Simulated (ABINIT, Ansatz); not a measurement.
**AlTlO2 (Fd-3m): bands and cutoff in G0W0 with ABINIT**

Wanted: a converged G0W0 gap of AlTlO2 (Fd-3m), or an estimate of the limit.

Method: LDA and many-body steps on it, plane waves, in ABINIT 10.8.3.

### 1. Set-up

Symmetry: Fd-3m, No. 227, cubic system. The conventional cell has a = 8.085 Å, b = 8.085 Å, c = 8.085 Å, α = 90.00°, β = 90.00°, γ = 90.00°. Nearest to Al lie 4 O at 1.75 Å. Nearest to Tl lie 12 O at 3.35 Å and 4 Tl at 3.50 Å and 4 Al at 3.50 Å. Nearest to O lie 2 Al at 1.75 Å. Farther neighbours and most contacts between anions are not listed.

As a file:

```cif
data_structure
_symmetry_space_group_name_H-M 'Fd-3m:1'
_symmetry_Int_Tables_number 227
_cell_length_a 8.0854
_cell_length_b 8.0854
_cell_length_c 8.0854
_cell_angle_alpha 90.000
_cell_angle_beta 90.000
_cell_angle_gamma 90.000
_cell_volume 528.58
loop_
_atom_site_label
_atom_site_type_symbol
_atom_site_symmetry_multiplicity
_atom_site_Wyckoff_symbol
_atom_site_fract_x
_atom_site_fract_y
_atom_site_fract_z
_atom_site_occupancy
Al1 Al 8 b 0.25000 0.75000 0.25000 1
Tl1 Tl 8 a 0.25000 0.25000 0.25000 1
O1 O 16 d 0.12500 0.62500 0.12500 1
```

The cell and positions are those that the Materials Project relaxed with its own functionals (PBE, PBE+U or r2SCAN), kept fixed. Spin-orbit coupling is left out unless a step names it.

### 2. Empty states on the mesh, 2×2×2 mesh, 266 bands

This step: ABINIT 10.8.3; DFT, LDA, plane waves, norm-conserving pseudopotentials.

The sums over transitions need many empty states on a uniform mesh; this step solves for them.

Input file run.abi:

```
acell 3*1.0 Angstrom
rprim 
  -0.000000000000 4.042720000000 4.042720000000
  4.042720000000 -0.000000000000 4.042720000000
  4.042720000000 4.042720000000 -0.000000000000
ntypat 3
znucl 13 81 8
natom 8
typat 1 1 2 2 3 3 3 3
xred 
  0.250000000000 0.250000000000 0.250000000000
  0.000000000000 -0.000000000000 0.000000000000
  0.750000000000 0.750000000000 0.750000000000
  0.500000000000 0.500000000000 0.500000000000
  0.125000000000 0.125000000000 0.125000000000
  0.625000000000 0.125000000000 0.125000000000
  0.125000000000 0.625000000000 0.125000000000
  0.125000000000 0.125000000000 0.625000000000
pp_dirpath "pseudos"
pseudos "Al.upf, Tl.upf, O.upf"
ecut 36
ngkpt 2 2 2
nshiftk 1
shiftk 0 0 0
kptopt 1
chksymbreak 0
iscf -2
irdden 1
istwfk *1
nband 266
nbdbuf 24
tolwfr 1e-09
nstep 60
prtvol 0
indata_prefix "in"
outdata_prefix "out"
tmpdata_prefix "tmp"
```

On the command line:

```console
$ OMP_NUM_THREADS=1 mpirun -n 4 abinit run.abi > log
```

Numbers of over 12 decimals in the logs are rounded to 6 here.

What it wrote:

```text
.Version 10.8.3 of ABINIT. v10.8.2 released Aug 2026.

 Symmetries : space group Fd -3 m (#227); Bravais cF (face-center cubic)
[... echo of the input left out ...]
== DATASET  1 ==================================================================
-   mpi_nproc: 4, omp_nthreads: 1 (-1 if OMP is not activated)
-    --> not optimal distribution: autoparal keyword recommended in input file <--

--- !DatasetInfo
iteration_state: {dtset: 1, }
dimensions: {natom: 8, nkpt: 3, mband: 266, nsppol: 1, nspinor: 1, nspden: 1, mpw: 9257, }
cutoff_energies: {ecut:  36.0, pawecutdg:  -1.0, }
[...]
2.84323    2.84323    2.84857    2.84857    2.84857    2.86654    2.86654    2.86655
   2.86961    2.86961    2.87784    2.87784    2.87785    2.89968    2.89984    2.90723
   2.91765    2.91766
 prteigrs : prtvol=0 or 1, do not print more k-points.

== END DATASET(S) ==============================================================
================================================================================

 -outvars: echo values of variables after computation  --------
            nband         266
             nkpt           3
          spgroup         227
 [... the other variables as echoed above ...]

 Calculation completed.
```

Run time: 4.2 min. Hardware: 4 MPI ranks of Arm Neoverse N1, shared host; peak memory 0.46 GiB.

Numbers from this step:

```yaml
gap: 2.490 eV
k_of_the_valence_top: 0.5, 0, 0
k_of_the_conduction_bottom: 0.5, 0, 0
least_direct_gap: 2.490 eV
k_points_computed: 3
lowest_point_of_the_top_converged_band_above_the_valence_top: 72.6598 eV
```

On this mesh the gap is 2.490 eV.

The density comes from a self-consistent run that is not shown.

### 3. Screening, 2×2×2 mesh, 54 bands, screening to 62.6 eV

The RPA dielectric matrix is built and inverted for each q.

This step: RPA screening on LDA, plane waves, norm-conserving pseudopotentials.

Changes to run.abi since step 2:

```diff
@@ -26,10 +26,11 @@
 chksymbreak 0
-iscf -2
-irdden 1
 istwfk *1
-nband 266
-nbdbuf 24
-tolwfr 1e-09
-nstep 60
-prtvol 0
+occopt 1
+irdwfk 1
+optdriver 3
+nband 54
+ecuteps 2.3
+inclvkb 2
+awtr 1
+symchi 1
 indata_prefix "in"
```

What it wrote:

```text
.Version 10.8.3 of ABINIT. v10.8.2 released Aug 2026.

 Symmetries : space group Fd -3 m (#227); Bravais cF (face-center cubic)
[... echo of the input left out ...]
== DATASET  1 ==================================================================
-   mpi_nproc: 4, omp_nthreads: 1 (-1 if OMP is not activated)

--- !DatasetInfo
iteration_state: {dtset: 1, }
dimensions: {natom: 8, nkpt: 3, mband: 54, nsppol: 1, nspinor: 1, nspden: 1, mpw: 9257, }
cutoff_energies: {ecut:  36.0, pawecutdg:  -1.0, }
electrons: {nelect:   5.60000000E+01, charge:   0.00000000E+00, occopt:   1.00000000E+00, tsmear:   1.00000000E-02, }

 SCREENING: Calculation of the susceptibility and dielectric matrices

 Based on a program developped by R.W. Godby, V. Olevano, G. Onida, and L. Reining.
 Incorporated in ABINIT by V. Olevano, G.-M. Rignanese, and M. Torrent.
.Using double precision arithmetic ; gwpc =  8

[... cell and pseudopotentials left out ...]
--------------------------------------------------------------------------------

 ==== K-mesh for the wavefunctions ====
 Number of points in the irreducible wedge :     3
[... list of points left out ...]
 Together with 48 symmetry operations and time-reversal symmetry
 yields     8 points in the full Brillouin Zone.

 ==== Q-mesh for the screening function ====
 Number of points in the irreducible wedge :     3
[... list of points left out ...]
 Together with 48 symmetry operations and time-reversal symmetry
 yields     8 points in the full Brillouin Zone.

 setmesh: FFT mesh size selected  =    40x   40x   40
          total number of points  =        64000

 vcoul_init : cutoff-mode = AUXILIARY_FUNCTION
 q-points for optical limit:   1
     1)      0.000010    0.000020    0.000030

- screening: taking advantage of time-reversal symmetry
- Maximum band index for partially occupied states nbvw = 28
- Remaining bands to be divided among processors   nbcw = 26
- Number of bands treated by each node ~6

 Number of electrons calculated from density =   56.0000; Expected =   56.0000
 average of density, n =  0.062797
 r_s =    1.5607
 omega_plasma =   24.1727 [eV]

 calculating chi0 at frequencies [eV] :
  1    0.000000E+00    0.000000E+00
  2    0.000000E+00    2.417274E+01

--------------------------------------------------------------------------------
  q-point number  1        q = ( 0.000000, 0.000000, 0.000000) [r.l.u.]
--------------------------------------------------------------------------------
[... chi0 elements left out ...]
 For q-point:  0.000010 0.000020 0.000030
  dielectric constant =   5.3282
  dielectric constant without local fields =   5.9615

  Average fulfillment of the sum rule on Im[epsilon] for q-point    1 :     22.09  [%]
[... wings left out ...]
  q-point number  2        q = ( 0.500000, 0.000000, 0.000000) [r.l.u.]
--------------------------------------------------------------------------------
[... chi0 elements left out ...]
  Average fulfillment of the sum rule on Im[epsilon] for q-point    2 :     30.46  [%]

 [... 1 further q-points ...]
```

It took 18 s on 4 MPI ranks; peak memory 1.1 GiB; 72 s of CPU time.

Numbers from this step:

```yaml
eps_infinity_with_local_fields_on_this_mesh_along_the_program_s_q_direction: 5.328
the_same_without_local_fields: 5.962
plasma_frequency: 24.17 eV
plane_waves_in_the_screening_matrix: 169
```

Local fields lower ε∞ by 11 %. On a Γ-centred mesh this coarse the value itself is usually too large, while a short band sum pulls it down.

### 4. 54 bands, 62.6 eV

The self-energy is evaluated for the states that the input lists, and the levels follow from it, in one-shot runs by the linearised quasiparticle equation.

This step: G0W0 on LDA, plane waves, norm-conserving pseudopotentials.

Changes to run.abi since step 3:

```diff
@@ -29,8 +29,17 @@
 irdwfk 1
-optdriver 3
+optdriver 4
 nband 54
+gwcalctyp 0
+ecutsigx 36
+symsigma 1
+nkptgw 2
+kptgw 
+  0.5000000000 0.0000000000 0.0000000000
+  0.0000000000 0.0000000000 0.0000000000
+bdgw 
+  26 31
+  26 31
 ecuteps 2.3
-inclvkb 2
-awtr 1
-symchi 1
+irdscr 1
+ppmodel 1
 indata_prefix "in"
```

What it wrote:

```text
.Version 10.8.3 of ABINIT. v10.8.2 released Aug 2026.

 Symmetries : space group Fd -3 m (#227); Bravais cF (face-center cubic)
[... echo of the input left out ...]
== DATASET  1 ==================================================================
-   mpi_nproc: 4, omp_nthreads: 1 (-1 if OMP is not activated)

--- !DatasetInfo
iteration_state: {dtset: 1, }
dimensions: {natom: 8, nkpt: 3, mband: 54, nsppol: 1, nspinor: 1, nspden: 1, mpw: 9257, }
cutoff_energies: {ecut:  36.0, pawecutdg:  -1.0, }
electrons: {nelect:   5.60000000E+01, charge:   0.00000000E+00, occopt:   1.00000000E+00, tsmear:   1.00000000E-02, }

 SIGMA: Calculation of the GW corrections

 Based on a program developped by R.W. Godby, V. Olevano, G. Onida, and L. Reining.
 Incorporated in ABINIT by V. Olevano, G.-M. Rignanese, and M. Torrent.
.Using double precision arithmetic ; gwpc =  8

[... cell and pseudopotentials left out ...]
--------------------------------------------------------------------------------

 ==== K-mesh for the wavefunctions ====
 Number of points in the irreducible wedge :     3
[... list of points left out ...]
 Together with 48 symmetry operations and time-reversal symmetry
 yields     8 points in the full Brillouin Zone.

 ==== Q-mesh for screening function ====
 Number of points in the irreducible wedge :     3
[... list of points left out ...]
 Together with 48 symmetry operations and time-reversal symmetry
 yields     8 points in the full Brillouin Zone.

 vcoul_init : cutoff-mode = AUXILIARY_FUNCTION
 q-points for optical limit:   1
     1)      0.000010    0.000020    0.000030
 setmesh: FFT mesh size selected  =    60x   60x   60
          total number of points  =       216000

 Number of electrons calculated from density =   56.0000; Expected =   56.0000
 average of density, n =  0.062797
 r_s =    1.5607
 omega_plasma =   24.1727 [eV]

 === KS Band Gaps ===
  >>>> For spin  1
   Minimum direct gap =   2.4897 [eV], located at k-point      :   0.5000  0.0000  0.0000
   Fundamental gap    =   2.4897 [eV], Top of valence bands at :   0.5000  0.0000  0.0000
                                       Bottom of conduction at :   0.5000  0.0000  0.0000
 SIGMA fundamental parameters:
 PLASMON POLE MODEL  1
 number of plane-waves for SigmaX                 9257
 number of plane-waves for SigmaC and W            169
 number of plane-waves for wavefunctions          9257
 number of bands                                    54
 number of independent spin polarizations            1
 number of spinorial components                      1
 number of k-points in IBZ                           3
 number of q-points in IBZ                           3
 number of symmetry operations                      48
 number of k-points in BZ                            8
 number of q-points in BZ                            8
 number of frequencies for dSigma/dE                 9
 frequency step for dSigma/dE [eV]                0.25
 number of omega for Sigma on real axis              0
 max omega for Sigma on real axis  [eV]           0.00
 zcut for avoiding poles [eV]                     0.10

 EPSILON^-1 parameters (SCR file):
 dimension of the eps^-1 matrix on file            169
 dimension of the eps^-1 matrix used               169
 number of plane-waves for wavefunctions          9257
 number of bands                                    54
 number of q-points in IBZ                           3
 number of frequencies                               2
 number of real frequencies                          1
 number of imag frequencies                          1

 matrix elements of self-energy operator (all in [eV])

 Perturbative Calculation

--- !SelfEnergy_ee
iteration_state: {dtset: 1, }
kpoint     : [   0.500,    0.000,    0.000, ]
spin       : 1
KS_gap     :    2.490
QP_gap     :    3.663
Delta_QP_KS:    1.174
data: !SigmaeeData |
     Band     E0 <VxcDFT>   SigX SigC(E0)      Z dSigC/dE  Sig(E)    E-E0       E
       26   1.674 -18.590 -23.653   5.182   0.744  -0.344 -18.501   0.089   1.762
       27   1.674 -18.590 -23.653   5.182   0.744  -0.344 -18.501   0.089   1.762
       28   2.346 -19.322 -24.299   5.174   0.744  -0.345 -19.175   0.147   2.493
       29   4.835 -10.240  -6.578  -2.077   0.833  -0.200  -8.919   1.321   6.156
       30   5.623 -11.810  -8.399  -1.640   0.816  -0.226 -10.365   1.445   7.068
       31   5.623 -11.810  -8.399  -1.640   0.816  -0.226 -10.365   1.445   7.068

--- !SelfEnergy_ee
iteration_state: {dtset: 1, }
kpoint     : [   0.000,    0.000,    0.000, ]
spin       : 1
KS_gap     :    2.507
QP_gap     :    3.716
Delta_QP_KS:    1.209
data: !SigmaeeData |
     Band     E0 <VxcDFT>   SigX SigC(E0)      Z dSigC/dE  Sig(E)    E-E0       E
[...]
29   4.843  -9.345  -5.679  -2.046   0.834  -0.199  -7.994   1.351   6.194
       30   4.843  -9.345  -5.679  -2.046   0.834  -0.199  -7.994   1.351   6.194
       31   4.843  -9.345  -5.679  -2.046   0.834  -0.199  -7.994   1.351   6.194

== END DATASET(S) ==============================================================
================================================================================

 -outvars: echo values of variables after computation  --------
           etotal      0.0000000000E+00
            nband          54
             nkpt           3
          spgroup         227
 [... the other variables as echoed above ...]

 Calculation completed.
```

The job ended after 9.7 s (4 MPI ranks; peak memory 1.2 GiB).

Numbers from this step:

```
G0W0 gap on the points computed              : 3.663 eV
starting gap on the mesh                     : 2.490 eV
k of the valence top                         : 0.5, 0, 0
k of the conduction bottom                   : 0.5, 0, 0
Z at the valence top                         : 0.744
Z at the conduction bottom                   : 0.833
least direct G0W0 gap on the computed points : 3.663 eV
```

The gap on the mesh goes from 2.49 eV to 3.66 eV, a correction of +1.17 eV.

### 5. Screening, 2×2×2 mesh, 115 bands, screening to 114.3 eV

This step: RPA screening on LDA, plane waves, norm-conserving pseudopotentials.

Changes to run.abi since step 4:

```diff
@@ -29,17 +29,8 @@
 irdwfk 1
-optdriver 4
-nband 54
-gwcalctyp 0
-ecutsigx 36
-symsigma 1
-nkptgw 2
-kptgw 
-  0.5000000000 0.0000000000 0.0000000000
-  0.0000000000 0.0000000000 0.0000000000
-bdgw 
-  26 31
-  26 31
-ecuteps 2.3
-irdscr 1
-ppmodel 1
+optdriver 3
+nband 115
+ecuteps 4.2
+inclvkb 2
+awtr 1
+symchi 1
 indata_prefix "in"
```

What it wrote:

```text
.Version 10.8.3 of ABINIT. v10.8.2 released Aug 2026.

 Symmetries : space group Fd -3 m (#227); Bravais cF (face-center cubic)
[... echo of the input left out ...]
== DATASET  1 ==================================================================
-   mpi_nproc: 4, omp_nthreads: 1 (-1 if OMP is not activated)

--- !DatasetInfo
iteration_state: {dtset: 1, }
dimensions: {natom: 8, nkpt: 3, mband: 115, nsppol: 1, nspinor: 1, nspden: 1, mpw: 9257, }
cutoff_energies: {ecut:  36.0, pawecutdg:  -1.0, }
electrons: {nelect:   5.60000000E+01, charge:   0.00000000E+00, occopt:   1.00000000E+00, tsmear:   1.00000000E-02, }

 SCREENING: Calculation of the susceptibility and dielectric matrices

 Based on a program developped by R.W. Godby, V. Olevano, G. Onida, and L. Reining.
 Incorporated in ABINIT by V. Olevano, G.-M. Rignanese, and M. Torrent.
.Using double precision arithmetic ; gwpc =  8

[... cell and pseudopotentials left out ...]
--------------------------------------------------------------------------------

 ==== K-mesh for the wavefunctions ====
 Number of points in the irreducible wedge :     3
[... list of points left out ...]
 Together with 48 symmetry operations and time-reversal symmetry
 yields     8 points in the full Brillouin Zone.

 ==== Q-mesh for the screening function ====
 Number of points in the irreducible wedge :     3
[... list of points left out ...]
 Together with 48 symmetry operations and time-reversal symmetry
 yields     8 points in the full Brillouin Zone.

 setmesh: FFT mesh size selected  =    40x   40x   40
          total number of points  =        64000

 vcoul_init : cutoff-mode = AUXILIARY_FUNCTION
 q-points for optical limit:   1
     1)      0.000010    0.000020    0.000030

- screening: taking advantage of time-reversal symmetry
- Maximum band index for partially occupied states nbvw = 28
- Remaining bands to be divided among processors   nbcw = 87
- Number of bands treated by each node ~21

 Number of electrons calculated from density =   56.0000; Expected =   56.0000
 average of density, n =  0.062797
 r_s =    1.5607
 omega_plasma =   24.1727 [eV]

 calculating chi0 at frequencies [eV] :
  1    0.000000E+00    0.000000E+00
  2    0.000000E+00    2.417274E+01

--------------------------------------------------------------------------------
  q-point number  1        q = ( 0.000000, 0.000000, 0.000000) [r.l.u.]
--------------------------------------------------------------------------------
[... chi0 elements left out ...]
 For q-point:  0.000010 0.000020 0.000030
  dielectric constant =   5.3858
  dielectric constant without local fields =   6.1772

  Average fulfillment of the sum rule on Im[epsilon] for q-point    1 :     53.49  [%]
[... wings left out ...]
  q-point number  2        q = ( 0.500000, 0.000000, 0.000000) [r.l.u.]
--------------------------------------------------------------------------------
[... chi0 elements left out ...]
  Average fulfillment of the sum rule on Im[epsilon] for q-point    2 :     63.25  [%]

 [... 1 further q-points ...]
```

Run time: 47 s. Hardware: 4 MPI ranks; peak memory 1.4 GiB.

This step gave:

```yaml
eps_infinity_with_local_fields_on_this_mesh_along_the_program_s_q_direction: 5.386
the_same_without_local_fields: 6.177
plasma_frequency: 24.17 eV
plane_waves_in_the_screening_matrix: 339
```

(Continued in part 2 of 2.)

[Paths, hosts, dates, memory and timing lines, banners, echoed tables and standing remarks are left out of the program output.]

[Logs are printed without paths, hosts, clocks, repeated set-up lines and the standing remarks that a program may print on its own settings, such as how far it seeks lower states.]

[Runs of the session that timed out or met a known fault of the program may be left out.]

[No measured gap is set beside runs whose start may be inverted or whose files or cutoffs have a known fault.]

[Hosts, paths, dates, database ids (printed as entryN), source tags and the programs' standing remarks are cut or masked in the printed files.]

[G0W0 gaps are taken among the corrected bands and points alone; a level outside them can change the order at an edge.]

[Where Ansatz stands beside ABINIT at settings called matched, ABINIT's density can come from a denser mesh and the files from another edition; pairs whose starting gaps differed by over 0.03 eV were left out, so agreement reads better than it is.]
